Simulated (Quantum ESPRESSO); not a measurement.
# λ and ρ(T) of W (Im-3m) from pw.x, ph.x and EPW, part 2 of 3

How strongly do phonons scatter the electrons of W (Im-3m), and how dense must the meshes be?

Quantum ESPRESSO 7.5; DFT LDA, scalar-relativistic, plane waves, PseudoDojo 0.4.1 norm-conserving pseudopotentials.

So far. Step 2 (Relaxation): The volume ends at 15.35 Å³ an atom, -3.2 % from the start. Step 3 (Ground state): The Fermi level lies at 22.99 eV and the pressure is 0.001 GPa.

### Step 4. Phonons on the coarse mesh (continued)

Frequencies at the irreducible wavevectors:

```
    q1      q2       q3  star  mode 1 (cm⁻¹)  mode 2 (cm⁻¹)  mode 3 (cm⁻¹)
     0       0        0     1            2.2            2.2            2.2
     0       0   0.1667    12           67.5           71.7          121.3
     0       0   0.3333    12          126.3          127.5            193
     0       0      0.5     6            128          153.2          227.7
     0  0.1667   0.1667    24          115.3            122          175.6
     0  0.1667   0.3333    48          153.4          163.3          206.4
     0  0.3333   0.3333     8          168.7          195.1          195.1
0.1667  0.1667   0.1667     8          157.3          157.3          195.9
0.1667  0.1667   0.3333    12          166.1          182.2          199.8
0.1667  0.1667  -0.1667     6             94             94          164.4
0.1667  0.3333  -0.3333    24          136.7          138.8          203.6
0.1667     0.5      0.5    12          147.3          177.6          218.1
0.1667     0.5  -0.3333    24          165.1          176.6          209.4
0.3333  0.3333  -0.3333     6          151.4          151.4          216.1
0.3333     0.5      0.5    12          164.4          191.2          193.9
   0.5     0.5      0.5     1          182.8          182.8          182.8
```

The lowest mode off the zone centre lies at 67.5 cm⁻¹ and the highest of all solved modes at 228 cm⁻¹, so the solved wavevectors are stable. The acoustic modes at the centre lie within 2.2 cm⁻¹ of zero before the sum rule is imposed.

### Step 5. Bands for the check

Bands on a path serve later as the test of the Wannier interpolation; inside the frozen window, points that lie on the coarse mesh match by construction, and those between them test it.

The input, bands.in:

```
&CONTROL
  calculation = 'bands'
  prefix      = 'x'
  outdir      = './tmp'
  pseudo_dir  = './pseudo'
  verbosity   = 'high'
/
&SYSTEM
  ibrav       = 0
  nat         = 1
  ntyp        = 1
  ecutwfc     = 70.0
  occupations = 'smearing'
  smearing    = 'mv'
  degauss     = 0.02
  nbnd        = 30
/
&ELECTRONS
  conv_thr = 1.0d-10
/
ATOMIC_SPECIES
 W     183.8400  W.upf
CELL_PARAMETERS angstrom
    -1.565488100    1.565488100    1.565488100
     1.565488100   -1.565488100    1.565488100
     1.565488100    1.565488100   -1.565488100
ATOMIC_POSITIONS crystal
 W      0.000000000   0.000000000   0.000000000
K_POINTS crystal
73
 0.00000000 0.00000000 0.00000000 0.01369863
 0.02777778 -0.02777778 0.02777778 0.01369863
 0.05555556 -0.05555556 0.05555556 0.01369863
 0.08333333 -0.08333333 0.08333333 0.01369863
[the list of k-points goes on]
```

Command:

```
$ OMP_NUM_THREADS=1 mpirun -n 16 pw.x -nk 16 -in bands.in > bands.out
```

The log of the run:

```text
[banner, memory and clock lines left out]
[...]
number of Kohn-Sham states=           30
```

The job ended after 2.9 s (16 MPI ranks of Arm Neoverse V2, shared host).

### Step 6. States on the coarse mesh

Wannier functions need the states on a full uniform k mesh, and the couplings need it to be a multiple of the q mesh.

The input, nscf.in:

```
&CONTROL
  calculation = 'nscf'
  prefix      = 'x'
  outdir      = './tmp'
  pseudo_dir  = './pseudo'
  verbosity   = 'high'
/
&SYSTEM
  ibrav       = 0
  nat         = 1
  ntyp        = 1
  ecutwfc     = 70.0
  occupations = 'smearing'
  smearing    = 'mv'
  degauss     = 0.02
  nbnd        = 30
/
&ELECTRONS
  conv_thr = 1.0d-11
/
ATOMIC_SPECIES
 W     183.8400  W.upf
CELL_PARAMETERS angstrom
    -1.565488100    1.565488100    1.565488100
     1.565488100   -1.565488100    1.565488100
     1.565488100    1.565488100   -1.565488100
ATOMIC_POSITIONS crystal
 W      0.000000000   0.000000000   0.000000000
K_POINTS crystal
1728
 0.00000000 0.00000000 0.00000000 0.00057870
 0.00000000 0.00000000 0.08333333 0.00057870
 0.00000000 0.00000000 0.16666667 0.00057870
 0.00000000 0.00000000 0.25000000 0.00057870
[the list of k-points goes on]
```

Command:

```
$ OMP_NUM_THREADS=1 mpirun -n 16 pw.x -nk 16 -in nscf.in > nscf.out
```

The log of the run:

```text
[banner, memory and clock lines left out]
[...]
number of Kohn-Sham states=           30
     the Fermi energy is    22.9923 ev
```

The job ended after 53 s (16 MPI ranks).

### Step 7. Wannier functions and couplings

Projections W s, p, d start 9 Wannier functions; states up to 2.5 eV over the Fermi level are frozen, and the projected functions are kept without the localisation step. Hamiltonian, force constants and couplings go to real space.

The input, epw1.in:

```
--
&INPUTEPW
  prefix        = 'x'
  outdir        = './tmp'
  dvscf_dir     = './save'
  elph          = .true.
  etf_mem       = 1
  nbndsub       = 9
  bands_skipped = 'exclude_bands = 1-4'
  use_ws        = .true.
  vme           = 'wannier'
  asr_typ       = 'crystal'
  nk1           = 12
  nk2           = 12
  nk3           = 12
  nq1           = 6
  nq2           = 6
  nq3           = 6
  amass(1)      = 183.84
  epwwrite      = .true.
  epwread       = .false.
  wannierize    = .true.
  num_iter      = 0
  dis_win_max   = 62.99
  dis_froz_max  = 25.492
  proj(1)       = 'W:s;p;d'
  wdata(1)      = 'dis_num_iter = 600'
  wdata(2)      = 'guiding_centres = .true.'
  wdata(3)      = 'num_print_cycles = 50'
  wdata(4)      = 'dis_mix_ratio = 0.7'
  band_plot     = .true.
  filkf         = 'path.dat'
  filqf         = 'path.dat'
  fsthick       = 100.0
  efermi_read   = .true.
  fermi_energy  = 22.9923
/
```

Command:

```
$ OMP_NUM_THREADS=1 mpirun -n 16 epw.x -nk 16 -in epw1.in > epw1.out
```

The log of the run:

```text
[the first part of the log is left out]
     Number of WS vectors for phonons      259
     Number of WS vectors for electron-phonon      259
     Maximum number of cores for efficient parallelization      259
     Inside velocity step 1
     Velocity matrix elements calculated
     Writing Hamiltonian, Dynamical matrix and EP vertex in Wann rep to file
     ===================================================================
     Memory usage:  VmHWM =      1087Mb
                   VmPeak =      1692Mb
     ===================================================================
     Using q-mesh file: path.dat
     WARNING: q-point weigths do not add up to 1 [loadqmesh_serial]
     Size of q point mesh for interpolation:         73
     Using k-mesh file: path.dat
     WARNING: k-point weigths do not add up to 1 [loadkmesh_para]
     Size of k point mesh for interpolation:         73
     Fermi energy coarse grid =  22.992310 eV
     ===================================================================
     Fermi energy is read from the input file: Ef =  22.992300 eV
     ===================================================================
     Skipping    4 occupied bands:
     The Fermi level will be determined with   6.00000 electrons
              ibndmin =     1  ebndmin =    13.229 eV
              ibndmax =     9  ebndmax =    53.047 eV
     Number of ep-matrix elements per pool :         1215 ~=    9.49 Kb (@ 8 bytes/ DP)
     We only need to compute       73 q-points
     ===================================================================
     Memory usage:  VmHWM =      1087Mb
                   VmPeak =      1692Mb
     ===================================================================
```

The job ended after 24 min (16 MPI ranks; 6.5 h of CPU time).

This step gave:

| Property | Result |
| --- | --- |
| r.m.s. error of the interpolated bands from 2 eV under to 1 eV over the Fermi level | 4.4 meV |
| largest error in that range | 22.2 meV |
| lowest interpolated frequency on the path | 0 cm⁻¹ |

Electronic bands along the path, in eV, zero at the Fermi level; # counts the bands kept:

```
          point     #1     #2     #3     #4    #5    #6     #7
              Γ  -9.76  -1.29  -1.29  -1.29  2.28  2.28  14.69
        halfway  -5.21  -2.97  -0.53  -0.53  1.41  3.62  14.77
              H  -6.08  -6.08   5.41   5.41  5.41  8.59   8.59
        halfway  -5.01  -3.79  -0.70   0.14  5.91  7.62  10.59
              N  -6.46  -3.71   0.94   2.20  3.21  6.46  11.56
        halfway  -7.28  -2.65  -1.89   1.61  1.65  2.49  15.01
              Γ  -9.76  -1.29  -1.29  -1.29  2.28  2.28  14.69
0.47 of the way  -6.45  -2.90  -2.90   2.27  2.27  3.36  16.65
              P  -2.98  -2.98  -2.98   3.39  3.39  6.87  12.70
0.47 of the way  -3.79  -3.34  -3.34   2.91  2.91  9.05  11.87
              H  -6.08  -6.08   5.41   5.41  5.41  8.59   8.59
```

The same for Wannier interpolation:

```
point     #1     #2     #3     #4    #5    #6     #7
    Γ  -9.76  -1.29  -1.29  -1.29  2.28  2.28  30.05
    H  -6.08  -6.08   5.41   5.41  5.41  9.27   9.27
    N  -6.46  -3.71   0.94   2.20  3.29  6.46  11.56
    Γ  -9.76  -1.29  -1.29  -1.29  2.28  2.28  30.05
    P  -2.98  -2.98  -2.98   3.39  3.39  6.87  12.96
    H  -6.08  -6.08   5.41   5.41  5.41  9.27   9.27
```

The first set of electronic bands as a text plot (rows in eV, shown from -8.0 to 8.0 only):

```
    7.7 |                  *                     * *   *
    7.0 |           *                               ***
    6.3 |                   *****               *
    5.7 |          *  ****** *   *
    5.0 |         * ** *                       *               **
    4.3 |          *          *   *                          **
    3.7 |    ******            *   *                **         *
    3.0 |   *       *   *       ****             ***  *******
    2.3 |***     * *    *      ************* ****
    1.7 | *    ** *      *    *     ****    *                 *
    1.0 |  *              *  *       *       *
    0.3 |     *  *        ***  **     *     *                *
   -0.3 |   ** **             *  *     *
   -1.0 |******            * *    *     ****
   -1.7 |  *  *                    ******  **
   -2.3 |                   *       ***      **       ***   *
   -3.0 |      *             *     *           *   ***   * *
   -3.7 |       *          *  *****             ***   *   **
   -4.3 |        *        *                      *     ***  *
   -5.0 |      ** **     ***                    *            *
   -5.7 |          **   **  **                 *              **
   -6.3 |     *      ***      ******                            *
   -7.0 |    *                      *         *
   -7.7 |   *                        *       *
         Γ            H         N        Γ           P          H
```

The phonon branches at the labelled points (cm⁻¹):

```
          point  branch 1  branch 2  branch 3
              Γ         0         0         0
        halfway       131       131       198
              H       183       183       183
        halfway       155       190       207
              N       128       153       228
        halfway       102       104       162
              Γ         0         0         0
0.47 of the way       120       120       172
              P       185       185       185
0.47 of the way       176       196       196
              H       183       183       183
```

The phonon branches as a text plot (rows in cm⁻¹):

```
    223 |                    ****
    213 |        ***        *    *
    204 |       *   *     **      *               *
    194 |      *         **        *            ** ** *******
    185 |            ****  *                   *    **      *****
    176 |     *     *       *                      *  *   **
    166 |    *     *    **   *      *             *    ***
    157 |         *       **  **              *  *
    147 |   *    *          *   **   *          *
    138 |       *            **   *          * *
    128 |      *               *****
    119 |                             *     *
    109 |     *
    100 |  *                        *  *      *
     90 |    *                       *       *
     81 |   *
     71 |                             *     *
     62 | *                                *
     52 |                              *
     43 |  *
     33 |**                             * **
     24 |
     14 |*                              * *
      5 |                                *
         Γ            H         N        Γ           P          H
```

Near the Fermi level the interpolated bands miss those of pw.x by 4 meV r.m.s. and 22 meV at most, each level matched to the nearest interpolated one; the r.m.s. value is under the 60 meV set for going on.

### Step 8. Coupling and Tc: fine k 20×20×20, q 10×10×10, width 0.15 eV, window 0.61 eV

The couplings are interpolated to a fine mesh near the Fermi level; their sum gives α²F and λ, and the linearised gap equation gives Tc.

The input, a2f-1.in:

```
--
&INPUTEPW
  prefix           = 'x'
  outdir           = './tmp'
  dvscf_dir        = './save'
  elph             = .true.
  etf_mem          = 1
  nbndsub          = 9
  bands_skipped    = 'exclude_bands = 1-4'
  use_ws           = .true.
  vme              = 'wannier'
  asr_typ          = 'crystal'
  nk1              = 12
  nk2              = 12
  nk3              = 12
  nq1              = 6
  nq2              = 6
  nq3              = 6
  amass(1)         = 183.84
  epwwrite         = .false.
  epwread          = .true.
  wannierize       = .false.
  nkf1             = 20
  nkf2             = 20
  nkf3             = 20
  nqf1             = 10
  nqf2             = 10
  nqf3             = 10
  mp_mesh_k        = .true.
  ephwrite         = .true.
  eliashberg       = .true.
  liso             = .true.
  limag            = .true.
  tc_linear        = .true.
  tc_linear_solver = 'lapack'
  fsthick          = 0.61
  degaussw         = 0.15
  degaussq         = 0.5
  nqstep           = 500
  muc              = 0.13
  wscut            = 0.3
  nsiter           = 500
  nstemp           = 7
  temps            = 0.5 1.0 2.0 4.0 8.0 16.0 32.0
/
```

Command:

```
$ OMP_NUM_THREADS=1 mpirun -n 16 epw.x -nk 16 -in a2f-1.in > a2f-1.out
```

The log of the run:

```text
[the first part of the log is left out]
            Electron smearing (eV) =    0.150000000000000D+00
                 Fermi window (eV) =    0.610000000000000D+00
     Finish writing .ephmat files
     ===================================================================
     Memory usage:  VmHWM =        81Mb
                   VmPeak =       692Mb
     ===================================================================
     Finish writing dos file x.dos
     Finish writing phdos files x.phdos and x.phdos_proj
     ===================================================================
     Solve isotropic Eliashberg equations
     ===================================================================
     Finish reading freq file
                  Fermi level (eV) =     2.3081549973E+01
     DOS(states/spin/eV/Unit Cell) =     1.5699847058E-01
            Electron smearing (eV) =     1.5000000000E-01
                 Fermi window (eV) =     6.1000000000E-01
     Nr irreducible k-points within the Fermi shell =        79 out of       256
           2 bands within the Fermi window
     Finish reading egnv file
     Max nr of q-points =       312
     Finish reading ikmap files
     Start reading .ephmat files
     Finish reading .ephmat files
     a2f file is not found to estimate initial gap: calculating a2f files
     Finish reading a2f file
     Electron-phonon coupling strength =    0.3361310
     Estimated Tc using McMillan expression =   0.0813 K for muc =   0.1300
     Estimated Tc using Allen-Dynes modified McMillan expression =   0.0821 K
     Estimated Tc using SISSO machine learning model =   0.0951 K
     Estimated w_log =  19.7326 meV
     Estimated BCS superconducting gap using McMillan Tc =   0.0123 meV
     WARNING WARNING WARNING
     The code may crash since tempsmin =    0.500 K is larger than McMillan Tc =     0.081 K
     Start: Solving (isotropic) linearized Eliashberg equation with solver = lapack
     For the first Temp.    0.50  K
       Total number of frequency points nsiw(     1) =   1108
       Cutoff frequency wscut =     0.3001
     Superconducting transition temp. Tc is the one which has Max. eigenvalue close to 1
      -----------------------------------------------------------------
             Temp.       Max.         nsiw     wscut    Nr. of iters
             (K)       eigenvalue    (itemp)   (eV)      to Converge
      -----------------------------------------------------------------
             0.50      0.9114063     1108      0.3001        1
             1.00      0.7713830      554      0.3002        1
             2.00      0.6323461      277      0.3005        1
             4.00      0.4949840      139      0.3021        1
             8.00      0.3592472       69      0.3010        1
            16.00      0.2283603       35      0.3075        1
            32.00      0.1071212       17      0.3032        1
      -----------------------------------------------------------------
     Finish: Solving (isotropic) linearized Eliashberg equation
```

Run time: 5.8 min. Hardware: 16 MPI ranks; 1.6 h of CPU time.

Numbers from this step:

```
coupling constant λ                  : 0.3361
log mean phonon energy ħω_log        : 19.73 meV
density of states at the Fermi level : 0.1570 states/eV a spin and cell
Fermi level on the fine mesh         : 23.08 eV
```

Table of a2F by phonon energy; read off at these points:

```
phonon energy (meV)     a2F
                0.1       0
                0.8       0
                1.8       0
                2.5       0
                3.3       0
                4.3  9.0e-4
                5.0  0.0023
                5.8  0.0017
                6.8  0.0046
                7.5  3.0e-4
                8.5  0.0123
                9.3  0.0133
               10.0  0.0102
               11.0  0.0311
               11.7  0.0054
               12.5    0.01
               13.5  0.0705
               14.2  0.0552
               15.0   0.113
               15.2   0.114
               16.0  0.0828
               16.7   0.218
               17.5   0.216
               18.4   0.247
               19.2   0.348
               19.9   0.414
               20.2   0.418
               20.9   0.233
               21.4   0.342
               21.7   0.332
               22.4   0.231
               23.4   0.238
               24.2   0.227
               24.9   0.385
               25.2   0.310
               25.9   0.305
               26.4   0.408
               26.6   0.324
               27.6  0.0281
               28.4  0.0168
               29.1  4.0e-4
               30.1       0
               30.9       0
```

Tc lies where the eigenvalue is 1; mu* = 0.13. Eigenvalue against temperature:

```
T (K)  largest eigenvalue of the linearised gap equation
  0.5                                             0.9114
    1                                             0.7714
    2                                             0.6323
    4                                              0.495
    8                                             0.3592
   16                                             0.2284
   32                                             0.1071
```

λ = 0.336 and ħω_log = 19.7 meV. The eigenvalue stays under 1 down to 0.5 K.

[end of part 2 of 3]

[The logs of pw.x and epw.x are selected lines.]

[Logs are printed without paths, hosts, clocks, repeated set-up lines and the standing remarks that a program may print on its own settings, such as how far it seeks lower states.]

[Hosts, paths, dates, database ids (printed as entryN), source tags and the programs' standing remarks are cut or masked in the printed files.]
